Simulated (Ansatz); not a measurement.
**TePtS monolayer, Janus: from the cell to its phonons**

How does TePtS monolayer, Janus vibrate, and is this structure a minimum?

Main program and level: Ansatz 0.2.0; DFT LDA, scalar-relativistic, plane waves, PAW.

This is a report of a sequence of runs, with most program output left out.

**1. The structure**

The cell holds 3 atoms: 1 Pt, 1 S and 1 Te. Its edges and angles: a = 3.650 Å, b = 3.650 Å, c = 20.000 Å, α = 90.0°, β = 90.0°, γ = 120.0°. Vacuum lies along c.

**2. Coarse relaxation**

The start is far from rest, so a relaxation with loose tolerances brings it close first.

The program solves this slab on a cell height of its own, 30.0 Å, in place of the one typed.

Contents of input.yaml:

```yaml
crystal:
  lattice:
    - [3.65, 0.0, 0.0]
    - [-1.825, 3.16099, 0.0]
    - [0.0, 0.0, 20.0]
  atoms:
    - { symbol: Pt, position: [0.0, 0.0, 0.5] }
    - { symbol: S, position: [0.333333, 0.666667, 0.575] }
    - { symbol: Te, position: [0.666667, 0.333333, 0.42] }
  periodic: [true, true, false]
kpoints:
  mp_grid: { grid: [6, 6, 1] }
hamiltonian:
  xc: lda
scf:
  occupations: { method: gaussian, width: 0.1 }
output:
  forces: true
  stress: true
  eigenvalues: true
relax:
  adjacent_minimum: "off"
  f_tol: 0.05
  max_steps: 80
  cell: { stress_2d_tol: 0.02 }
```

Command:

```console
$ ansatz run input.yaml --threads 8 --pin off --max-ram 14336MiB --backend cpu --events-out ev --progress --plain --runs-dir out
```

It took 6.8 s on 8 threads of Arm Neoverse V1, shared host; peak memory 0.72 GiB.

Relaxation path:

```
step  energy less that of the first step (eV)  largest force component (eV/Å)  volume (Å³)
   1                                   0.0000                          2.5464       346.13
   2                                  -0.4789                          0.5140       344.77
   3                                  -0.5301                          0.0942       358.04
   4                                  -0.5329                          0.0265       362.48
   5                                  -0.5329                          0.0018       362.56
  6*                                  -0.5337                          0.0018       362.56
```

Relaxation steps marked * repeat the geometry before them on a plane-wave basis chosen anew for their cell, so energy and pressure can jump there.

Forces are held to the 6 operations that the run works with; a distortion that breaks them can't arise in this run.

```
cell as run  before  after  change
      a (Å)   3.650  3.736  +2.3 %
      b (Å)   3.650  3.736  +2.3 %
```

The atoms that moved most (Å, along periodic axes as changes of fractional coordinates times the final cell, across vacuum about the mean position):

```
atom     dx     dy      dz  length
  S2  0.000  0.000  -0.283   0.283
 Te3  0.000  0.000   0.230   0.230
 Pt1  0.000  0.000   0.053   0.053
```

Final coordinates:

```xyz
3
Lattice="3.7356 0.0000 0.0000 -1.8678 3.2352 0.0000 0.0000 0.0000 30.0000" Properties=species:S:1:pos:R:3
Pt    0.0000    0.0000   10.0533
S     0.0000    2.1568   11.2169
Te    1.8678    1.0784    8.6299
```

A gap read on the k-mesh alone can miss the band edges.

Numbers from this step:

| Quantity | Value |
| --- | --- |
| gap on the k-mesh | 0.8743 eV |
| direct gap on mesh | 1.461 eV |
| area per atom | 4.028 Å² |

The relaxation ends with a largest force component of 0.0018 eV/Å.

**3. Relaxation**

Harmonic phonons are second derivatives at a point where the forces vanish, and they are wanted at zero stress, so atoms and cell are relaxed first.

Contents of input.yaml:

```yaml
crystal:
  lattice:
    - [3.7356317721, 0.0, 0.0]
    - [-1.8678158861, 3.2351520138, 0.0]
    - [0.0, 0.0, 30.0]
  atoms:
    - { symbol: Pt, position: [0.0, 0.0, 0.3351088885] }
    - { symbol: S, position: [0.3333333333, 0.6666666667, 0.3738960675] }
    - { symbol: Te, position: [0.6666666667, 0.3333333333, 0.2876617106] }
  periodic: [true, true, false]
kpoints:
  mp_grid: { grid: [9, 9, 1] }
hamiltonian:
  xc: lda
scf:
  occupations: { method: gaussian, width: 0.02 }
output:
  forces: true
  stress: true
  eigenvalues: true
relax:
  adjacent_minimum: "off"
  f_tol: 0.005
  max_steps: 80
  cell: { stress_2d_tol: 0.02 }
```

Wall time 9.3 s (8 threads); peak memory 0.85 GiB.

Relaxation path:

```
step  energy less that of the first step (eV)  largest force component (eV/Å)  volume (Å³)
   1                                   0.0000                          0.0262       362.56
   2                                  -0.0001                          0.0361       361.89
   3                                  -0.0001                          0.0030       361.91
   4                                  -0.0001                          0.0011       361.82
  5*                                  -0.0001                          0.0011       361.82
```

Relaxation steps marked * repeat the geometry before them on a plane-wave basis chosen anew for their cell, so energy and pressure can jump there.

Forces are held to the 6 operations that the run works with; a distortion that breaks them can't arise in this run.

```
cell as run  before  after  change
      a (Å)   3.736  3.732  -0.1 %
      b (Å)   3.736  3.732  -0.1 %
```

The relaxed structure:

```xyz
3
Lattice="3.7318 0.0000 0.0000 -1.8659 3.2319 0.0000 0.0000 0.0000 30.0000" Properties=species:S:1:pos:R:3
Pt    0.0000    0.0000   10.0541
S     0.0000    2.1546   11.2203
Te    1.8659    1.0773    8.6256
```

This step gave:

```
gap on the k-mesh  : 0.8357 eV
direct gap on mesh : 1.236 eV
area per atom      : 4.02 Å²
```

**4. Tight relaxation**

Phonons need a cell at rest on their own settings, so the relaxation is repeated with tight tolerances on forces and stress on the k mesh and occupations of the first response run.

Contents of input.yaml:

```yaml
crystal:
  lattice:
    - [3.731837231, 0.0, 0.0]
    - [-1.8659186155, 3.2318658448, 0.0]
    - [0.0, 0.0, 30.0]
  atoms:
    - { symbol: Pt, position: [0.0, 0.0, 0.3351366921] }
    - { symbol: S, position: [0.3333333333, 0.6666666667, 0.3740099692] }
    - { symbol: Te, position: [0.6666666667, 0.3333333333, 0.2875200053] }
  periodic: [true, true, false]
kpoints:
  mp_grid: { grid: [12, 12, 1] }
hamiltonian:
  xc: lda
scf:
  occupations: { method: fixed }
output:
  forces: true
  stress: true
  eigenvalues: true
  write_density: true
  write_potential: true
  elf: true
  volumetric_format: npy
relax:
  adjacent_minimum: "off"
  f_tol: 0.001
  max_steps: 60
  cell: { stress_2d_tol: 0.002 }
```

Wall time 13 s (8 threads); peak memory 0.87 GiB; 93 s of CPU time.

Little changed from the start: no atom moved by 0.005 Å and no cell edge by 0.1 %.

This step gave:

```yaml
gap_on_the_k_mesh: 0.8530 eV
direct_gap_on_mesh: 1.335 eV
```

Valence density in the ac plane at fractional y = 0.000, with atoms of Pt within 0.2 Å of it. It is the smooth field of the valence electrons, not physical close to the nuclei.

Values in units of 1e0 e/Å³, 24 rows by 14 columns, each cell a mean:
```
0.0 0.0 0.0 0.0 0.0 0.0 0.0 0.0 0.0 0.0 0.0 0.0 0.0 0.0
0.0 0.0 0.0 0.0 0.0 0.0 0.0 0.0 0.0 0.0 0.0 0.0 0.0 0.0
0.0 0.0 0.0 0.0 0.0 0.0 0.0 0.0 0.0 0.0 0.0 0.0 0.0 0.0
0.0 0.0 0.0 0.0 0.0 0.0 0.0 0.0 0.0 0.0 0.0 0.0 0.0 0.0
0.0 0.0 0.0 0.0 0.0 0.0 0.0 0.0 0.0 0.0 0.0 0.0 0.0 0.0
0.0 0.0 0.0 0.0 0.0 0.0 0.0 0.0 0.0 0.0 0.0 0.0 0.0 0.0
0.0 0.0 0.0 0.0 0.0 0.0 0.0 0.0 0.0 0.0 0.0 0.0 0.0 0.0
0.0 0.0 0.0 0.0 0.0 0.0 0.0 0.0 0.0 0.0 0.0 0.0 0.0 0.0
0.0 0.0 0.0 0.0 0.0 0.0 0.0 0.0 0.0 0.0 0.0 0.0 0.0 0.0
0.0 0.0 0.0 0.0 0.0 0.0 0.0 0.0 0.0 0.0 0.0 0.0 0.0 0.0
0.0 0.0 0.0 0.0 0.0 0.0 0.0 0.0 0.0 0.0 0.0 0.0 0.0 0.0
0.0 0.0 0.0 0.0 0.0 0.0 0.0 0.0 0.0 0.0 0.0 0.0 0.0 0.0
0.0 0.0 0.0 0.0 0.0 0.0 0.0 0.0 0.0 0.0 0.0 0.0 0.0 0.0
0.0 0.0 0.0 0.0 0.0 0.0 0.0 0.0 0.0 0.0 0.0 0.0 0.0 0.0
0.1 0.1 0.1 0.1 0.1 0.2 0.2 0.2 0.2 0.1 0.1 0.1 0.1 0.1
6.9 5.6 3.2 1.1 0.5 0.3 0.3 0.2 0.3 0.3 0.5 1.6 3.8 6.0
4.1 3.2 1.8 0.7 0.4 0.3 0.3 0.3 0.3 0.3 0.5 1.0 2.1 3.5
0.1 0.1 0.1 0.1 0.2 0.2 0.3 0.3 0.2 0.2 0.1 0.1 0.1 0.1
0.0 0.0 0.0 0.0 0.0 0.0 0.0 0.0 0.0 0.0 0.0 0.0 0.0 0.0
0.0 0.0 0.0 0.0 0.0 0.0 0.0 0.0 0.0 0.0 0.0 0.0 0.0 0.0
0.0 0.0 0.0 0.0 0.0 0.0 0.0 0.0 0.0 0.0 0.0 0.0 0.0 0.0
0.0 0.0 0.0 0.0 0.0 0.0 0.0 0.0 0.0 0.0 0.0 0.0 0.0 0.0
0.0 0.0 0.0 0.0 0.0 0.0 0.0 0.0 0.0 0.0 0.0 0.0 0.0 0.0
0.0 0.0 0.0 0.0 0.0 0.0 0.0 0.0 0.0 0.0 0.0 0.0 0.0 0.0
```
Columns run along a (3.7 Å), rows up along c (30.0 Å). Atoms in or near the plane, at fractional coordinates: Pt at (0.00, 0.34).

ELF in the ac plane at fractional y = 0.000, with atoms of Pt within 0.2 Å of it. It is the smooth field of the valence electrons, not physical close to the nuclei.

Values, 24 rows by 14 columns, each cell a mean:
```
0.00 0.00 0.00 0.00 0.00 0.00 0.00 0.00 0.00 0.00 0.00 0.00 0.00 0.00
0.00 0.00 0.00 0.00 0.00 0.00 0.00 0.00 0.00 0.00 0.00 0.00 0.00 0.00
0.00 0.00 0.00 0.00 0.00 0.00 0.00 0.00 0.00 0.00 0.00 0.00 0.00 0.00
0.00 0.00 0.00 0.00 0.00 0.00 0.00 0.00 0.00 0.00 0.00 0.00 0.00 0.00
0.00 0.00 0.00 0.00 0.00 0.00 0.00 0.00 0.00 0.00 0.00 0.00 0.00 0.00
0.00 0.00 0.00 0.00 0.00 0.00 0.00 0.00 0.00 0.00 0.00 0.00 0.00 0.00
0.00 0.00 0.00 0.00 0.00 0.00 0.00 0.00 0.00 0.00 0.00 0.00 0.00 0.00
0.00 0.00 0.00 0.00 0.00 0.00 0.00 0.00 0.00 0.00 0.00 0.00 0.00 0.00
0.00 0.00 0.00 0.00 0.00 0.00 0.00 0.00 0.00 0.00 0.00 0.00 0.00 0.00
0.00 0.00 0.00 0.00 0.00 0.00 0.00 0.00 0.00 0.00 0.00 0.00 0.00 0.00
0.00 0.00 0.00 0.00 0.00 0.00 0.00 0.00 0.00 0.00 0.00 0.00 0.00 0.00
0.00 0.00 0.00 0.00 0.00 0.00 0.00 0.00 0.00 0.00 0.00 0.00 0.00 0.00
0.00 0.00 0.00 0.00 0.00 0.00 0.01 0.01 0.01 0.00 0.00 0.00 0.00 0.00
0.00 0.00 0.01 0.03 0.07 0.14 0.20 0.22 0.19 0.12 0.05 0.02 0.01 0.00
0.15 0.14 0.14 0.20 0.34 0.51 0.61 0.63 0.59 0.47 0.30 0.17 0.13 0.15
0.62 0.57 0.48 0.35 0.32 0.35 0.36 0.36 0.36 0.34 0.31 0.38 0.50 0.59
0.52 0.47 0.40 0.37 0.40 0.42 0.38 0.37 0.40 0.42 0.39 0.37 0.42 0.49
0.10 0.11 0.16 0.31 0.47 0.58 0.62 0.62 0.61 0.56 0.44 0.25 0.15 0.11
0.01 0.01 0.02 0.07 0.16 0.28 0.37 0.39 0.35 0.25 0.14 0.05 0.02 0.01
0.00 0.00 0.00 0.00 0.01 0.02 0.02 0.03 0.02 0.01 0.01 0.00 0.00 0.00
0.00 0.00 0.00 0.00 0.00 0.00 0.00 0.00 0.00 0.00 0.00 0.00 0.00 0.00
0.00 0.00 0.00 0.00 0.00 0.00 0.00 0.00 0.00 0.00 0.00 0.00 0.00 0.00
0.00 0.00 0.00 0.00 0.00 0.00 0.00 0.00 0.00 0.00 0.00 0.00 0.00 0.00
0.00 0.00 0.00 0.00 0.00 0.00 0.00 0.00 0.00 0.00 0.00 0.00 0.00 0.00
```
Columns run along a (3.7 Å), rows up along c (30.0 Å). Atoms in or near the plane, at fractional coordinates: Pt at (0.00, 0.34).

Electrostatic potential energy in the ac plane at fractional y = 0.000, with atoms of Pt within 0.2 Å of it. With pseudopotentials it is smooth inside the atoms' cores, unlike the true potential.

Values in eV, 24 rows by 14 columns, each cell a mean:
```
 -1  -1  -1  -1  -1  -1  -1  -1  -1  -1  -1  -1  -1  -1
 -1  -1  -1  -1  -1  -1  -1  -1  -1  -1  -1  -1  -1  -1
 -1  -1  -1  -1  -1  -1  -1  -1  -1  -1  -1  -1  -1  -1
 -1  -1  -1  -1  -1  -1  -1  -1  -1  -1  -1  -1  -1  -1
  1   1   1   1   1   1   1   1   1   1   1   1   1   1
  1   1   1   1   1   1   1   1   1   1   1   1   1   1
  1   1   1   1   1   1   1   1   1   1   1   1   1   1
  1   1   1   1   1   1   1   1   1   1   1   1   1   1
  1   1   1   1   1   1   1   1   1   1   1   1   1   1
  1   1   1   1   1   1   1   1   1   1   1   1   1   1
  1   1   1   1   1   1   1   1   1   1   1   1   1   1
  1   1   1   1   1   1   1   1   1   1   1   1   1   1
  1   1   1   1   1   1   1   1   1   1   1   1   1   1
  1   1   1   1   1   0   0   0   0   0   1   1   1   1
 -2  -2  -2  -1  -2  -3  -4  -4  -3  -2  -2  -1  -2  -2
-16 -16 -15 -13  -9  -5  -4  -5  -5  -6 -10 -14 -15 -16
-14 -13 -13 -11  -9  -8  -9 -10  -9  -8  -9 -12 -13 -13
 -2  -2  -3  -3  -5  -7  -9 -10  -9  -6  -5  -3  -2  -2
 -1  -1  -1  -1  -1  -1  -1  -1  -1  -1  -1  -1  -1  -1
 -1  -1  -1  -1  -1  -1  -1  -1  -1  -1  -1  -1  -1  -1
 -1  -1  -1  -1  -1  -1  -1  -1  -1  -1  -1  -1  -1  -1
 -1  -1  -1  -1  -1  -1  -1  -1  -1  -1  -1  -1  -1  -1
 -1  -1  -1  -1  -1  -1  -1  -1  -1  -1  -1  -1  -1  -1
 -1  -1  -1  -1  -1  -1  -1  -1  -1  -1  -1  -1  -1  -1
```
Columns run along a (3.7 Å; values clipped at the 3rd and 97th percentile), rows up along c (30.0 Å). Atoms in or near the plane, at fractional coordinates: Pt at (0.00, 0.34).

The largest force component left is 0.35 meV/Å, within the tolerances set.

**5. Linear response at the zone centre**

The zone centre comes first: it holds the modes that light can see, as far as symmetry allows. The response to a homogeneous field gives the Born charges and the dielectric tensor, and its change with displacement the Raman tensors.

Contents of input.yaml:

```yaml
crystal:
  lattice:
    - [3.7317378042, 0.0, 0.0]
    - [-1.8658689021, 3.2317797387, 0.0]
    - [0.0, 0.0, 30.0]
  atoms:
    - { symbol: Pt, position: [0.0, 0.0, 0.3351372719] }
    - { symbol: S, position: [0.3333333333, 0.6666666667, 0.3740083472] }
    - { symbol: Te, position: [0.6666666667, 0.3333333333, 0.2875210475] }
  periodic: [true, true, false]
kpoints:
  mp_grid: { grid: [12, 12, 1] }
hamiltonian:
  xc: lda
scf:
  occupations: { method: fixed }
output:
  eigenvalues: true
phonons:
  method: dfpt
  dielectric: true
  raman: true
```

Run time: 9.3 min. Hardware: 8 threads; peak memory 3.5 GiB; 66 min of CPU time.

This step gave:

```yaml
sum_rule_residual_before_enforcement: 2.64e-5 eV/Å²
miss_of_the_charge_sum_rule: 0.001321 e
estimated_error_of_the_dielectric_tensor: 0.01895
estimated_error_of_the_born_charges: 0.01975 e
point_group: 3m
highest_optical_mode_at_the_zone_centre_no_lo_to_term: 301.1 cm⁻¹
lowest_optical_zone_centre_mode: 176.9 cm⁻¹
largest_born_charge_third_of_the_trace: 1.368 e
```

Without the LO-TO term. Patterns of degenerate modes are one choice out of their space. Modes at Γ, with each element's share of the kinetic energy:

```
mode  frequency (cm⁻¹)  symmetry  Pt %  S %  Te %
   1               0.0  acoustic    55    9    36
   2               0.0  acoustic    55    9    36
   3               0.0  acoustic    55    9    36
   4             176.9         E    27    9    64
   5             176.9         E    27    9    64
   6             187.9        A1    33    3    64
   7             263.6         E    18   82     0
   8             263.6         E    18   82     0
   9             301.1        A1    12   88     0
```

Displacements in mode 4 (176.9 cm⁻¹), the largest set to 1:
```
Pt1 -0.14 -0.53  0.00
S2  -0.20 -0.77  0.00
Te3  0.26  1.00  0.00
```

Displacements in mode 9 (301.1 cm⁻¹), the largest set to 1:
```
Pt1  0.00  0.00 -0.15
S2   0.00  0.00  1.00
Te3  0.00  0.00 -0.02
```

High-frequency dielectric tensor, averaged over the cell of height 30.0 Å or as lengthened by the program, vacuum included. Tensor:

```
     x    y      z
x  4.9    0      0
y    0  4.9      0
z    0    0  1.166
```

Born charge (rows field, columns displacement) (e), principal values of the symmetric part by kind of site:

```
atom  atoms with these values    low  middle  high   mean
 Pt1                        1  -0.04    2.07  2.07   1.37
  S2                        1  -2.02   -2.02  0.01  -1.34
 Te3                        1  -0.05   -0.05  0.03  -0.03
```

In full for S2:

```
-2.02  0.00  0.00
 0.00 -2.02  0.00
 0.00  0.00  0.01
```

Transverse modes. Lines of the infrared spectrum (strongest = 100):

```
position (cm⁻¹)  label  relative intensity
            177      E                 0.5
            188     A1                 0.0
            264      E                 100
            301     A1                 0.0
```

Activity x (w_L - w)^4 (n + 1)/w, 532 nm, 300 K; the tensors are static ones, while 532 nm light lies above the computed direct gap, where resonance would change the heights. Lines of the Raman spectrum (strongest = 100):

```
position (cm⁻¹)  label  relative intensity
            177      E                  68
            188     A1                  77
            264      E                  15
            301     A1                 100
```

Before it was imposed, the acoustic sum rule was missed by 2.6e-5 eV/Å² and the charge sum rule by 0.0013 e. Small misses are needed for a sound result but don't prove that mesh and cutoff are converged. The lowest optical mode is real, 177 cm⁻¹.

(Part 1 of 2 ends here.)

[Logs are printed without paths, hosts, clocks, repeated set-up lines and the standing remarks that a program may print on its own settings, such as how far it seeks lower states.]

[Hosts, paths, dates, database ids (printed as entryN), source tags and the programs' standing remarks are cut or masked in the printed files.]
